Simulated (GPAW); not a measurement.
# How Si2Mo absorbs and reflects light, part 2 of 2

Aim: the dielectric function of Si2Mo, and the optical constants that follow from it. The cell comes from an older database entry, whose edges can differ from later determinations, mostly by under a per cent.

GPAW 26.7.0; DFT, PBE, plane-wave PAW (GPAW data sets), scalar-relativistic, RPA, optical limit.

So far. Step 2 (Ground state): There are states at the Fermi level within the smearing, so the occupations stay smeared and the carriers get a Drude term.

The database entry behind the starting cell is an old determination (1927), so it need not match the best structure at ambient conditions.

## Step 4: Dielectric function, RPA

Local fields let the induced charge screen the field inside the cell, which as a rule lowers ε, most along directions where the density is uneven.

This step: DFT, PBE, plane-wave PAW (GPAW data sets), scalar-relativistic, RPA, optical limit (GPAW 26.7.0).

Contents of df.py:

```python
from gpaw.response.df import DielectricFunction

df = DielectricFunction('full.gpw', frequencies={'type': 'nonlinear', 'domega0': 0.03, 'omega2': 8},
                        ecut=80,
                        eta=0.1,
                        nbands=33,
                        rate=0.03,
                        txt='df.txt')
for direction in ['x', 'z']:
    df.get_dielectric_function(xc='RPA', direction=direction, filename=f'df_{direction}.csv')
```

Launch:

```
$ OMP_NUM_THREADS=1 python df.py
```

Numbers of over 12 decimals in the logs are rounded to 6 here.

The log of the run:

```text
Using integrator: PointIntegrator
NonLinearFrequencyDescriptor(from 0.000 to 91.912 eV, 533 points)
Nonperiodic BCs:  [False False False]
Using integrator: PointIntegrator
NonLinearFrequencyDescriptor(from 0.000 to 91.912 eV, 533 points)
Nonperiodic BCs:  [False False False]
Using integrator: PointIntegrator

Calculating chi0 body with:
    Ground state adapter containing:
    Number of spins: 1
    Number of kpoints: 5832
    Number of irreducible kpoints: 480
    Number of completely occupied states: 8
    Number of partially occupied states: 13

    Linear response parametrization:
    q_c: [0.0, 0.0, 0.0]
    Number of frequency points: 533
    Planewave cutoff: 80.0
    Number of bands: 33
    Number of planewaves: 77
    Broadening (eta): 0.1

Integrating chi0 body.

Symmetries of q_c:
    Direct symmetries (Uq -> q): 16
    Indirect symmetries (TUq -> q): 0
In total 16 allowed symmetries.

480 groups of equivalent kpoints. 91.769547% reduction.

Integral kind: spectral function

Calculating chi0 optical extensions with:
    Ground state adapter containing:
    Number of spins: 1
    Number of kpoints: 5832
    Number of irreducible kpoints: 480
    Number of completely occupied states: 8
    Number of partially occupied states: 13

    Linear response parametrization:
    Number of frequency points: 533
    Planewave cutoff: 80.0
    Number of bands: 33
    Number of planewaves: 77
    Broadening (eta): 0.1
Integrating chi0 head and wings.

Symmetries of q_c:
    Direct symmetries (Uq -> q): 16
    Indirect symmetries (TUq -> q): 0
In total 16 allowed symmetries.

480 groups of equivalent kpoints. 91.769547% reduction.

Integral kind: spectral function wings

Calculating drude chi0 with:
    Number of frequency points:533
    Plasma frequency decay rate: 0.03 eV

    Ground state adapter containing:
    Number of spins: 1
    Number of kpoints: 5832
    Number of irreducible kpoints: 480
    Number of completely occupied states: 8
    Number of partially occupied states: 13

Symmetries of q_c:
    Direct symmetries (Uq -> q): 16
    Indirect symmetries (TUq -> q): 0
In total 16 allowed symmetries.

480 groups of equivalent kpoints. 91.769547% reduction.

Integral kind: intraband
Plasma frequency:
[[1.8 -0.j 0.  +0.j 0.  +0.j]
 [0.  +0.j 1.8 -0.j 0.  +0.j]
 [0.  +0.j 0.  +0.j 2.65+0.j]]
```

It took 82 s on 1 thread of Arm Neoverse V2, shared host; peak memory 0.4 GiB.

This step gave:

| Item | Value |
| --- | --- |
| centre of weight of the strongest loss peak in the window | 21.19 eV |

Some rows of df_x.csv (energy; Re and Im without local fields; Re and Im with them):

```text
0.000000, 3607.790182, -0.000000, 3607.051982, -0.000000
0.555532, 10.611825, 4.127341, 9.895966, 4.081356
1.143969, 18.833291, 3.865101, 17.992901, 3.843492
1.768324, 20.847194, 4.704612, 19.778401, 4.492444
2.431988, 23.529662, 13.440089, 22.442191, 12.251536
3.138794, 21.089296, 15.091929, 20.504408, 13.995916
3.893091, 15.353425, 30.687703, 15.760528, 28.412564
4.699832, 3.020191, 20.509212, 4.038046, 19.757265
5.564682, -0.726762, 24.660529, 0.336218, 24.468168
6.494155, -9.416039, 14.748424, -8.968295, 15.238512
7.495775, -8.630821, 7.476277, -8.694212, 7.814694
8.578281, -6.272872, 4.168158, -6.406046, 4.225848
9.751884, -4.938094, 2.502440, -4.943485, 2.534759
11.028587, -3.361015, 1.555984, -3.379515, 1.552292
12.422601, -2.445648, 1.033750, -2.451710, 1.025141
13.950874, -1.705014, 0.690641, -1.702217, 0.690883
15.633783, -1.074413, 0.339801, -1.077209, 0.338744
17.496047, -0.557636, 0.194836, -0.579329, 0.201217
19.567954, -0.159502, 0.153890, -0.196188, 0.144956
21.887015, 0.100375, 0.144940, 0.067905, 0.125301
24.500258, 0.321315, 0.097055, 0.279743, 0.079460
```

Sum at mesh points, not converged in k. The Im ε by photon energy; read off at these points:

```
photon energy (eV)   E ∥ x   E ∥ z
              0.50    4.45    3.91
              1.00    4.05    3.31
              1.50    4.68    9.04
              2.00    5.21    13.7
              2.50    12.7    37.4
              3.00    13.9    32.9
              3.50    19.2    22.2
              4.00    29.6    20.4
              4.50    21.6    15.5
              5.00    20.5    13.6
              5.50    24.2    18.1
              5.61    24.6    17.8
              6.00    21.9    19.6
              6.50    15.2    18.4
              7.00    11.2    14.8
              7.50    7.79    9.80
              8.00    5.97    5.98
              8.50    4.44    4.26
              9.00    4.10    3.52
              9.50    3.11    2.81
             10.00    2.31    1.92
             10.50    1.70    1.58
             11.00    1.58    1.10
             11.50    1.40   0.924
             12.00    1.28   0.745
             12.50   0.999   0.684
             13.00   0.836   0.577
             13.50   0.754   0.571
             14.00   0.675   0.441
             14.50   0.560   0.383
             15.00   0.415   0.322
             15.50   0.348   0.302
             16.00   0.306   0.273
             16.50   0.266   0.215
             17.00   0.243   0.197
             17.50   0.201   0.156
             18.00   0.176   0.132
             18.50   0.156   0.125
             19.00   0.161   0.118
             19.50   0.146   0.113
             20.00   0.135   0.115
             20.50   0.121   0.101
             21.00   0.124  0.0957
             21.50   0.133  0.0867
             22.00   0.121  0.0799
             22.50   0.108  0.0805
             23.00  0.0992  0.0745
             23.50  0.0994  0.0717
             24.00  0.0914  0.0730
             24.50  0.0795  0.0779
```

Values under 1 per cm are given as 1; sum at mesh points, not converged in k. Absorption coefficient against photon energy:

```
photon energy (eV)  E ∥ x (1/cm)  E ∥ z (1/cm)
                 1         49851         36724
                 2         1.1e5         2.3e5
                 3         4.5e5         1.2e6
                 4         1.3e6         1.3e6
                 5         1.4e6         1.2e6
                 6         2.4e6         1.9e6
                 7         2.6e6         2.6e6
                 8         2.4e6         2.6e6
                 9         2.3e6         2.4e6
                10         2.2e6         2.3e6
                11         2.1e6         2.2e6
                12         2.1e6         2.0e6
                13         1.9e6         1.9e6
                14         1.9e6         1.8e6
                15         1.8e6         1.7e6
                16         1.6e6         1.6e6
                17         1.5e6         1.5e6
                18         1.3e6         1.2e6
                19         1.1e6         1.0e6
                20         8.4e5         7.8e5
                21         5.3e5         5.3e5
                22         4.0e5         2.7e5
                23         2.7e5         2.0e5
                24         2.2e5         1.7e5
```

Sum at mesh points, not converged in k. Table of reflectivity at normal incidence by photon energy; read off at these points:

```
photon energy (eV)  E ∥ x (%)  E ∥ z (%)
               1.0       37.6       42.5
               2.0       42.3       51.9
               2.9       45.8       59.9
               3.0       45.9       59.7
               4.0       55.8       54.9
               5.0       50.8       44.0
               6.0       62.0       53.3
               7.0       68.1       63.8
               8.0       68.1       72.6
               9.0       66.3       72.6
              10.0       71.2       77.2
              10.3       72.8       76.9
              11.0       70.1       79.6
              12.0       68.7       79.5
              13.0       69.8       77.6
              14.0       69.4       77.7
              15.0       74.4       77.5
              15.2       74.6       77.2
              16.0       73.8       75.4
              17.0       72.1       76.3
              18.0       71.5       77.1
              19.0       64.2       71.0
              20.0       57.2       60.3
              21.0       38.6       46.9
              22.0       26.2       25.7
              23.0       16.4       15.5
              24.0       11.4       9.94
```

The loss function −Im 1/ε at q → 0 has structure finer than the step of the table below, so its rows give means over 1 eV, whole bins alone (the curve runs from 0.305 to 25.0 eV). Peaks (eV: height): E ∥ x 21.0: 8.15; E ∥ z 21.2: 11.5.

Sum at mesh points, not converged in k. Loss function −Im 1/ε at q → 0 against energy loss; means over each step:

```
energy loss (eV)   E ∥ x   E ∥ z
               1  0.0169  0.0233
               2  0.0127  0.0124
               3  0.0222  0.0313
               4  0.0316  0.0526
               5  0.0453  0.0655
               6  0.0426  0.0521
               7  0.0504  0.0485
               8  0.0639  0.0501
               9  0.0799  0.0627
              10  0.0845  0.0663
              11   0.114  0.0744
              12   0.140  0.0930
              13   0.168   0.130
              14   0.202   0.157
              15   0.219   0.201
              16   0.299   0.281
              17   0.430   0.370
              18   0.704   0.591
              19    1.55    1.41
              20    3.81    3.97
              21    7.51    9.49
              22    5.51    5.56
              23    2.65    1.96
              24    1.36   0.971
```

The Im ε, E ∥ x has structure finer than the step of the table below, so its rows give means over 1 eV, whole bins alone (the curve runs from 0.305 to 25.0 eV). Peaks (eV: height): without local fields 4.0: 31.6, 5.6: 24.8; with local fields 4.0: 29.6, 5.6: 24.6.

Sum at mesh points, not converged in k. Im ε, E ∥ x against photon energy; means over each step:

```
photon energy (eV)  without local fields  with local fields
                 1                  4.29               4.23
                 2                  7.18               6.68
                 3                  15.5               14.3
                 4                  26.8               25.2
                 5                  21.8               21.3
                 6                  20.6               21.0
                 7                  10.8               11.3
                 8                  5.83               6.02
                 9                  3.88               3.87
                10                  2.28               2.30
                11                  1.56               1.55
                12                  1.24               1.23
                13                 0.875              0.866
                14                 0.667              0.665
                15                 0.435              0.433
                16                 0.304              0.309
                17                 0.228              0.236
                18                 0.173              0.177
                19                 0.159              0.156
                20                 0.144              0.134
                21                 0.140              0.124
                22                 0.141              0.122
                23                 0.119              0.101
                24                 0.104             0.0894
```

From ε follow the optical constants at some laser and lamp lines:

```
wavelength (nm)   n x    k x  R (%) x   1/α x   n z    k z  R (%) z   1/α z
           1064  4.30  0.460     39.2  184 nm  4.95  0.413     44.3  205 nm
            800  4.23  0.492     38.7  129 nm  5.58  0.917     49.4   69 nm
            532  4.98  1.078     46.1   39 nm  6.29  2.561     57.9   17 nm
            405  4.72  1.476     45.9   22 nm  4.07  3.800     59.4  8.5 nm
            365  5.00  1.786     49.0   16 nm  3.58  3.282     54.9  8.9 nm
            308  4.57  3.236     56.0  7.6 nm  3.05  3.263     54.9  7.5 nm
            193  2.14  3.686     63.5  4.2 nm  2.65  3.497     58.5  4.4 nm
```

In reflection the computed colour is light grey: x = 0.304, y = 0.327, luminous reflectivity 51 %.

## Step 5: Outcome

```yaml
centre_of_weight_of_the_strongest_loss_peak_in_the_window_first_axis: 21.2 eV
```

**Reading.** At this level (PBE, RPA) Si2Mo is a metal. The mesh is too coarse to trust the carriers' weight, the reflectivity or the colour to better than tens of per cent. In reflection the computed colour is light grey: x = 0.304, y = 0.327, luminous reflectivity 51 %. The carriers' damping of 0.03 eV is typed, not computed; it shapes the response at the lowest energies. The curves end at 25 eV, about where the summed bands run out. In this version of GPAW the matrix elements of the optical limit are incomplete, which can lower ε − 1 by up to a tenth where first-row anions or d states rule, and shift it by more in d metals. GPAW's carrier term has the form −ωp²/(ω + i·rate)², which damps like twice the rate and fails at low energy, so the curves leave the lowest energies out. The sum runs over mesh points 0.15 Å⁻¹ apart with no interpolation, so peaks are partly noise of the mesh, and the Drude plasma energy, a sum over the Fermi surface, isn't converged.

[Machine, clock and banner lines and Python warnings are left out of the logs.]

[Logs are printed without paths, hosts, clocks, repeated set-up lines and the standing remarks that a program may print on its own settings, such as how far it seeks lower states.]

[Hosts, paths, dates, database ids (printed as entryN), source tags and the programs' standing remarks are cut or masked in the printed files.]
